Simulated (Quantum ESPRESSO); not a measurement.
**Gd (Gadolinium): the choice of Hubbard U**

Two starts of Gd (Gadolinium) are run at each rung of the Hubbard U.

Program: Quantum ESPRESSO 7.5. Level of theory: PBE; plane waves with SSSP 1.3 efficiency PBE potentials, no spin-orbit coupling (settings of the first rung). Results are calculated unless marked as measured.

## Step 1: Set-up

Symmetry: P6_3/mmc, No. 194, hexagonal system. Conventional cell: a = 3.636 Å, b = 3.636 Å, c = 5.783 Å, α = 90.00°, β = 90.00°, γ = 120.00°. Nearest to Gd lie 12 Gd at 3.57 to 3.64 Å.

As a file:

```cif
data_structure
_symmetry_space_group_name_H-M 'P6_3/mmc'
_symmetry_Int_Tables_number 194
_cell_length_a 3.6360
_cell_length_b 3.6360
_cell_length_c 5.7826
_cell_angle_alpha 90.000
_cell_angle_beta 90.000
_cell_angle_gamma 120.000
_cell_volume 66.21
loop_
_atom_site_label
_atom_site_type_symbol
_atom_site_symmetry_multiplicity
_atom_site_Wyckoff_symbol
_atom_site_fract_x
_atom_site_fract_y
_atom_site_fract_z
_atom_site_occupancy
Gd1 Gd 2 c 0.33333 0.66667 0.25000 1
```

The cell comes from the Crystallography Open Database.

## Step 2: Rung 1, start ferro ++

ASE passes magmoms on as starting_magnetization. pw.x reads values of 1 or more as Bohr magnetons; where all are smaller, it reads them as fractions of the valence charge.

pw.py reads:

```python
from ase import Atoms
from ase.calculators.espresso import Espresso, EspressoProfile

atoms = Atoms(['Gd', 'Gd'],
    cell=[[3.636, 0.0, 0.0],
         [-1.818, 3.14886837, 0.0],
         [0.0, 0.0, 5.7826]],
    scaled_positions=[[0.33333333, 0.66666667, 0.25],
         [0.66666667, 0.33333333, 0.75]],
    pbc=True,
    magmoms=[7.0, 7.0])
input_data = {
    'control': {'calculation': 'scf', 'prefix': 'pwscf', 'outdir': './tmp', 'disk_io': 'nowf'},
    'system': {'ecutwfc': 50.0, 'ecutrho': 400.0, 'nbnd': 32, 'occupations': 'smearing', 'smearing': 'fd', 'degauss': 0.00999582, 'nspin': 2},
    'electrons': {'conv_thr': 4e-09, 'electron_maxstep': 150, 'mixing_beta': 0.3},
}
atoms.calc = Espresso(
    profile=EspressoProfile(command='mpirun -n 4 pw.x -nk 4', pseudo_dir='pseudo'),
    pseudopotentials={'Gd': 'Gd.paw.z_18.atompaw.wentzcovitch.v1.2.upf'},
    input_data=input_data,
    kpts=(8, 8, 8),
    koffset=(0, 0, 0))
atoms.get_potential_energy()
energy = atoms.calc.results['free_energy']
print(f'free energy: {energy:.6f} eV')
print('site moments (muB):', atoms.get_magnetic_moments().round(3))
```

Run with:

```sh
$ OMP_NUM_THREADS=1 python3 pw.py > pw.log
```

The program printed:

```text
free energy: -18612.677747 eV
site moments (muB): [7.294 7.294]

--- espresso.pwo ---
Program PWSCF v.7.5 starts

Warning: card &CELL ignored
Warning: card &FCP ignored
Warning: card &RISM ignored

     file Gd.paw.z_18.atompaw.wentzcovitch.v1.2.upf: wavefunction(s)  6S 0P 5D 0D 4F 0F renormalized
     Message from routine setup:
     using ibrav=0 with symmetry is DISCOURAGED, use correct ibrav instead

     K-points division:     npool     =       4
     Subspace diagonalization in iterative solution of the eigenvalue problem:

     bravais-lattice index     =            0
     lattice parameter (alat)  =       6.8710  a.u.
     unit-cell volume          =     446.7845 (a.u.)^3
     number of atoms/cell      =            2
     number of atomic types    =            1
     number of electrons       =        36.00
     number of Kohn-Sham states=           32
     kinetic-energy cutoff     =      50.0000  Ry
     charge density cutoff     =     400.0000  Ry
     scf convergence threshold =      4.0E-09
     mixing beta               =       0.3000
     number of iterations used =            8  plain     mixing
     Exchange-correlation= SLA PW PBX PBC
                           (   1   4   3   4   0   0   0)

     celldm(1)=   6.871044  celldm(2)=   0.000000  celldm(3)=   0.000000
     celldm(4)=   0.000000  celldm(5)=   0.000000  celldm(6)=   0.000000

     crystal axes: (cart. coord. in units of alat)
               a(1) = (   1.000000   0.000000   0.000000 )
               a(2) = (  -0.500000   0.866025   0.000000 )
               a(3) = (   0.000000   0.000000   1.590374 )

     reciprocal axes: (cart. coord. in units 2 pi/alat)
               b(1) = (  1.000000  0.577350 -0.000000 )
               b(2) = (  0.000000  1.154701  0.000000 )
               b(3) = (  0.000000 -0.000000  0.628783 )

     PseudoPot. # 1 for Gd read from file:
     Gd.paw.z_18.atompaw.wentzcovitch.v1.2.upf
     Pseudo is Projector augmented-wave + core cor, Zval = 18.0

     atomic species   valence    mass     pseudopotential
     Gd               18.00   157.25000     Gd( 1.00)

     Starting magnetic structure
     atomic species   magnetization
     Gd              0.389

     24 Sym. Ops., with inversion, found (12 have fractional translation)

   Cartesian axes

     site n.     atom                  positions (alat units)
         1        Gd     tau(   1) = (  -0.0000000   0.5773503   0.3975935  )
         2        Gd     tau(   2) = (   0.5000000   0.2886751   1.1927805  )

     number of k points=    50  Fermi-Dirac smearing, width (Ry)=  0.0100
                       cart. coord. in units 2pi/alat
        k(    1) = (   0.0000000   0.0000000   0.0000000), wk =   0.0019531
        k(    2) = (   0.0000000   0.0000000   0.0785979), wk =   0.0039062
        k(    3) = (   0.0000000   0.0000000   0.1571957), wk =   0.0039062
        k(    4) = (   0.0000000   0.0000000   0.2357936), wk =   0.0039062
        k(    5) = (   0.0000000   0.0000000  -0.3143915), wk =   0.0019531
        [... 45 further k-points ...]

     Dense  grid:    60273 G-vectors     FFT dimensions: (  45,  45,  72)

     Smooth grid:    21313 G-vectors     FFT dimensions: (  32,  32,  50)

     Generating pointlists ...
     new r_m :   0.4054 (alat units)  2.7852 (a.u.) for type    1

     Initial potential from superposition of free atoms

     starting charge      35.9897, renormalised to      36.0000
     Starting wfcs are   64 randomized atomic wfcs
     Checking if some PAW data can be deallocated...

     Self-consistent Calculation

     iteration #  1     ecut=    50.00 Ry     beta= 0.30
     Davidson diagonalization with overlap
     ethr =  1.00E-02,  avg # of iterations =  2.5

     total energy              =   -1366.80699805 Ry
     estimated scf accuracy    <       1.56579577 Ry

     total magnetization       =    12.77 Bohr mag/cell
     absolute magnetization    =    12.77 Bohr mag/cell

     iteration #  2     ecut=    50.00 Ry     beta= 0.30
     Davidson diagonalization with overlap
     ethr =  4.35E-03,  avg # of iterations =  3.2

     total energy              =   -1366.66492566 Ry
     estimated scf accuracy    <       8.67471478 Ry

     total magnetization       =    11.81 Bohr mag/cell
     absolute magnetization    =    11.81 Bohr mag/cell

     [... further iterations left out ...]

     iteration # 16     ecut=    50.00 Ry     beta= 0.30
     Davidson diagonalization with overlap
     ethr =  1.84E-09,  avg # of iterations =  1.5

     total energy              =   -1368.00670179 Ry
     estimated scf accuracy    <       0.00000001 Ry

     total magnetization       =    15.12 Bohr mag/cell
     absolute magnetization    =    15.12 Bohr mag/cell

     iteration # 17     ecut=    50.00 Ry     beta= 0.30
     Davidson diagonalization with overlap
     ethr =  2.97E-11,  avg # of iterations =  3.5

     Magnetic moment per site  (integrated on atomic sphere of radius R)
     atom   1 (R=0.405)  charge= 16.5115  magn=  7.2939
     atom   2 (R=0.405)  charge= 16.5115  magn=  7.2939

     End of self-consistent calculation

     Number of k-points >= 100: set verbosity='high' to print the bands.

     the Fermi energy is    12.2405 ev

!    total energy              =   -1368.00670180 Ry
     total all-electron energy =     -1368.006702 Ry
     estimated scf accuracy    <          1.7E-09 Ry
     smearing contrib. (-TS)   =      -0.01798904 Ry
     internal energy E=F+TS    =   -1367.98871276 Ry

     The total energy is F=E-TS. E is the sum of the following terms:
     one-electron contribution =    -209.50346306 Ry
     hartree contribution      =     128.22921549 Ry
     xc contribution           =     -47.17303652 Ry
     ewald contribution        =    -308.40981428 Ry
     one-center paw contrib.   =    -931.13161438 Ry

     total magnetization       =    15.12 Bohr mag/cell
     absolute magnetization    =    15.12 Bohr mag/cell

     convergence has been achieved in  17 iterations

=------------------------------------------------------------------------------=
   JOB DONE.
=------------------------------------------------------------------------------=
```

The job ended after 81 s (4 MPI ranks of Arm Neoverse V1, shared host; peak memory 0.68 GiB; 5.3 min of CPU time).

Spin moment in the atom's sphere by atom:

```tsv
atom	spin moment in the atom's sphere (μB)
Gd1	7.29
Gd2	7.29
```

This step gave:

```yaml
magnetization: 15.12 μB
final_state: ferromagnetic
```

## Step 3: Rung 1, start antiferro +-

pw.py, as its differences from that of step 2:

```diff
@@ -10,6 +10,6 @@
     pbc=True,
-    magmoms=[7.0, 7.0])
+    magmoms=[7.0, -7.0])
 input_data = {
     'control': {'calculation': 'scf', 'prefix': 'pwscf', 'outdir': './tmp', 'disk_io': 'nowf'},
-    'system': {'ecutwfc': 50.0, 'ecutrho': 400.0, 'nbnd': 32, 'occupations': 'smearing', 'smearing': 'fd', 'degauss': 0.00999582, 'nspin': 2},
+    'system': {'ecutwfc': 50.0, 'ecutrho': 400.0, 'nbnd': 25, 'occupations': 'smearing', 'smearing': 'fd', 'degauss': 0.00999582, 'nspin': 2},
     'electrons': {'conv_thr': 4e-09, 'electron_maxstep': 150, 'mixing_beta': 0.3},
```

Run with:

```sh
$ OMP_NUM_THREADS=1 python3 pw.py > pw.log
```

The program printed:

```text
     [... lines left out ...]
free energy: -18612.689030 eV
site moments (muB): [ 7.223 -7.224]
--- espresso.pwo ---
Program PWSCF v.7.5 starts
     [... lines left out ...]
     number of atoms/cell      =            2
     [... lines left out ...]
     number of electrons       =        36.00
     number of Kohn-Sham states=           25
     kinetic-energy cutoff     =      50.0000  Ry
     charge density cutoff     =     400.0000  Ry
     scf convergence threshold =      4.0E-09
     [... lines left out ...]
     12 Sym. Ops. (no inversion) found ( 6 have fractional translation)
     [... lines left out ...]
     number of k points=    50  Fermi-Dirac smearing, width (Ry)=  0.0100
     [... lines left out ...]
     iteration # 66     ecut=    50.00 Ry     beta= 0.30
     [... lines left out ...]
     Magnetic moment per site  (integrated on atomic sphere of radius R)
     atom   1 (R=0.405)  charge= 16.5181  magn=  7.2231
     atom   2 (R=0.405)  charge= 16.5181  magn= -7.2239
     [... lines left out ...]
     the Fermi energy is    12.2037 ev
!    total energy              =   -1368.00753112 Ry
     [... lines left out ...]
     estimated scf accuracy    <          2.7E-09 Ry
     smearing contrib. (-TS)   =      -0.01802064 Ry
     [... lines left out ...]
     total magnetization       =    -0.00 Bohr mag/cell
     absolute magnetization    =    14.80 Bohr mag/cell
     convergence has been achieved in  66 iterations
```

Wall time 5.5 min (4 MPI ranks); peak memory 1.1 GiB.

Spin moment in the atom's sphere by atom:

```tsv
atom	spin moment in the atom's sphere (μB)
Gd1	7.22
Gd2	-7.22
```

Read from the output:

* magnetization: 0 μB
* final state: antiferromagnetic

## Step 4: Rung 2, start ferro ++

pw.in reads:

```
&CONTROL
  calculation = 'scf'
  prefix = 'pwscf'
  outdir = './tmp'
  pseudo_dir = './pseudo'
  disk_io = 'nowf'
/
&SYSTEM
  ibrav = 0
  celldm(1) = 8
  nat = 2
  ntyp = 1
  ecutwfc = 50
  ecutrho = 400
  nbnd = 32
  occupations = 'smearing'
  smearing = 'fd'
  degauss = 0.00999582
  nspin = 2
  starting_magnetization(1) = 0.3889
/
&ELECTRONS
  conv_thr = 4d-09
  electron_maxstep = 150
  mixing_beta = 0.3
/
ATOMIC_SPECIES
Gd    157.2500 Gd.paw.z_18.atompaw.wentzcovitch.v1.2.upf
CELL_PARAMETERS alat
   0.8588805236424    0.0000000000000    0.0000000000000
  -0.4294402618212    0.7438123522994    0.0000000000000
   0.0000000000000    0.0000000000000    1.3659412860326
ATOMIC_POSITIONS crystal
Gd      0.3333333333    0.6666666667    0.2500000000
Gd      0.6666666667    0.3333333333    0.7500000000
K_POINTS automatic
8 8 8 0 0 0
HUBBARD {atomic}
U Gd-4f 1.5000
```

Run with:

```sh
$ OMP_NUM_THREADS=1 mpirun -n 4 pw.x -nk 4 -in pw.in > pw.out
```

The program printed:

```text
     [... lines left out ...]
Program PWSCF v.7.5 starts
     [... lines left out ...]
     number of atoms/cell      =            2
     [... lines left out ...]
     number of electrons       =        36.00
     number of Kohn-Sham states=           32
     kinetic-energy cutoff     =      50.0000  Ry
     charge density cutoff     =     400.0000  Ry
     scf convergence threshold =      4.0E-09
     [... lines left out ...]
     24 Sym. Ops., with inversion, found (12 have fractional translation)
     [... lines left out ...]
     number of k points=    50  Fermi-Dirac smearing, width (Ry)=  0.0100
     [... lines left out ...]
     iteration # 20     ecut=    50.00 Ry     beta= 0.30
     [... lines left out ...]
     Magnetic moment per site  (integrated on atomic sphere of radius R)
     atom   1 (R=0.348)  charge= 16.4961  magn=  7.4034
     atom   2 (R=0.348)  charge= 16.4961  magn=  7.4034
     [... lines left out ...]
     Tr[ns(  1)] (up, down, total) =   7.01021  0.04208  7.05229
     [... lines left out ...]
     Tr[ns(  2)] (up, down, total) =   7.01021  0.04208  7.05229
     [... lines left out ...]
     the Fermi energy is    12.2879 ev
!    total energy              =   -1367.99941968 Ry
     [... lines left out ...]
     estimated scf accuracy    <          4.1E-10 Ry
     smearing contrib. (-TS)   =      -0.01207885 Ry
     [... lines left out ...]
     total magnetization       =    15.36 Bohr mag/cell
     absolute magnetization    =    15.36 Bohr mag/cell
     convergence has been achieved in  20 iterations
```

Wall time 95 s (4 MPI ranks); peak memory 1 GiB; 6.3 min of CPU time.

Read from the output:

```yaml
magnetization: 15.36 μB
final_state: ferromagnetic
largest_moment: 7.403 μB
```

## Step 5: Rung 2, start antiferro +-

pw.in reads:

```
&CONTROL
  calculation = 'scf'
  prefix = 'pwscf'
  outdir = './tmp'
  pseudo_dir = './pseudo'
  disk_io = 'nowf'
/
&SYSTEM
  ibrav = 0
  celldm(1) = 8
  nat = 2
  ntyp = 2
  ecutwfc = 50
  ecutrho = 400
  nbnd = 25
  occupations = 'smearing'
  smearing = 'fd'
  degauss = 0.00999582
  nspin = 2
  starting_magnetization(1) = 0.3889
  starting_magnetization(2) = -0.3889
/
&ELECTRONS
  conv_thr = 4d-09
  electron_maxstep = 150
  mixing_beta = 0.3
/
ATOMIC_SPECIES
Gd1   157.2500 Gd.paw.z_18.atompaw.wentzcovitch.v1.2.upf
Gd2   157.2500 Gd.paw.z_18.atompaw.wentzcovitch.v1.2.upf
CELL_PARAMETERS alat
   0.8588805236424    0.0000000000000    0.0000000000000
  -0.4294402618212    0.7438123522994    0.0000000000000
   0.0000000000000    0.0000000000000    1.3659412860326
ATOMIC_POSITIONS crystal
Gd1     0.3333333333    0.6666666667    0.2500000000
Gd2     0.6666666667    0.3333333333    0.7500000000
K_POINTS automatic
8 8 8 0 0 0
HUBBARD {atomic}
U Gd1-4f 1.5000
U Gd2-4f 1.5000
```

The program printed:

```text
     [... lines left out ...]
Program PWSCF v.7.5 starts
     [... lines left out ...]
     number of atoms/cell      =            2
     [... lines left out ...]
     number of electrons       =        36.00
     number of Kohn-Sham states=           25
     kinetic-energy cutoff     =      50.0000  Ry
     charge density cutoff     =     400.0000  Ry
     scf convergence threshold =      4.0E-09
     [... lines left out ...]
     12 Sym. Ops. (no inversion) found ( 6 have fractional translation)
     [... lines left out ...]
     number of k points=    50  Fermi-Dirac smearing, width (Ry)=  0.0100
     [... lines left out ...]
     iteration # 28     ecut=    50.00 Ry     beta= 0.30
     [... lines left out ...]
     Magnetic moment per site  (integrated on atomic sphere of radius R)
     atom   1 (R=0.348)  charge= 16.5042  magn=  7.3229
     atom   2 (R=0.348)  charge= 16.5042  magn= -7.3225
     [... lines left out ...]
     Tr[ns(  1)] (up, down, total) =   7.00989  0.05772  7.06761
     [... lines left out ...]
     Tr[ns(  2)] (up, down, total) =   0.05773  7.00989  7.06763
     [... lines left out ...]
     the Fermi energy is    12.2343 ev
!    total energy              =   -1367.99872218 Ry
     [... lines left out ...]
     estimated scf accuracy    <          9.2E-10 Ry
     smearing contrib. (-TS)   =      -0.01435416 Ry
     [... lines left out ...]
     total magnetization       =     0.00 Bohr mag/cell
     absolute magnetization    =    15.02 Bohr mag/cell
     convergence has been achieved in  28 iterations
```

It took 2.4 min on 4 MPI ranks; peak memory 1 GiB.

Read from the output:

```
magnetization  : 0 μB
final state    : antiferromagnetic
largest moment : 7.323 μB
```

## Step 6: Rung 3, start ferro ++

pw.in reads:

```
&CONTROL
  calculation = 'scf'
  prefix = 'pwscf'
  outdir = './tmp'
  pseudo_dir = './pseudo'
  disk_io = 'nowf'
/
&SYSTEM
  ibrav = 0
  celldm(1) = 8
  nat = 2
  ntyp = 1
  ecutwfc = 50
  ecutrho = 400
  nbnd = 32
  occupations = 'smearing'
  smearing = 'fd'
  degauss = 0.00999582
  nspin = 2
  starting_magnetization(1) = 0.3889
/
&ELECTRONS
  conv_thr = 4d-09
  electron_maxstep = 150
  mixing_beta = 0.3
/
ATOMIC_SPECIES
Gd    157.2500 Gd.paw.z_18.atompaw.wentzcovitch.v1.2.upf
CELL_PARAMETERS alat
   0.8588805236424    0.0000000000000    0.0000000000000
  -0.4294402618212    0.7438123522994    0.0000000000000
   0.0000000000000    0.0000000000000    1.3659412860326
ATOMIC_POSITIONS crystal
Gd      0.3333333333    0.6666666667    0.2500000000
Gd      0.6666666667    0.3333333333    0.7500000000
K_POINTS automatic
8 8 8 0 0 0
HUBBARD {atomic}
U Gd-4f 3.0000
```

The program printed:

```text
     [... lines left out ...]
Program PWSCF v.7.5 starts
     [... lines left out ...]
     number of atoms/cell      =            2
     [... lines left out ...]
     number of electrons       =        36.00
     number of Kohn-Sham states=           32
     kinetic-energy cutoff     =      50.0000  Ry
     charge density cutoff     =     400.0000  Ry
     scf convergence threshold =      4.0E-09
     [... lines left out ...]
     24 Sym. Ops., with inversion, found (12 have fractional translation)
     [... lines left out ...]
     number of k points=    50  Fermi-Dirac smearing, width (Ry)=  0.0100
     [... lines left out ...]
     iteration # 14     ecut=    50.00 Ry     beta= 0.30
     [... lines left out ...]
     Magnetic moment per site  (integrated on atomic sphere of radius R)
     atom   1 (R=0.348)  charge= 16.4919  magn=  7.4434
     atom   2 (R=0.348)  charge= 16.4919  magn=  7.4434
     [... lines left out ...]
     Tr[ns(  1)] (up, down, total) =   7.01060  0.01654  7.02714
     [... lines left out ...]
     Tr[ns(  2)] (up, down, total) =   7.01060  0.01654  7.02714
     [... lines left out ...]
     the Fermi energy is    12.3120 ev
!    total energy              =   -1367.99767978 Ry
     [... lines left out ...]
     estimated scf accuracy    <          1.7E-10 Ry
     smearing contrib. (-TS)   =      -0.01036812 Ry
     [... lines left out ...]
     total magnetization       =    15.46 Bohr mag/cell
     absolute magnetization    =    15.46 Bohr mag/cell
     convergence has been achieved in  14 iterations
```

Elapsed: 76 s, on 4 MPI ranks; peak memory 1.1 GiB; 5.1 min of CPU time.

This step gave:

```
magnetization  : 15.46 μB
final state    : ferromagnetic
largest moment : 7.443 μB
```

(Continued in part 2 of 2.)

[Logs and program files are shortened in this print: banners, set-up blocks, solver, clock and traceback lines can be left out without a mark of their own.]

[Logs are printed without paths, hosts, clocks, repeated set-up lines and the standing remarks that a program may print on its own settings, such as how far it seeks lower states.]

[Hosts, paths, dates, database ids (printed as entryN), source tags and the programs' standing remarks are cut or masked in the printed files.]

[Where a cell is said to come from a database of computed structures, the database is the Materials Project.]
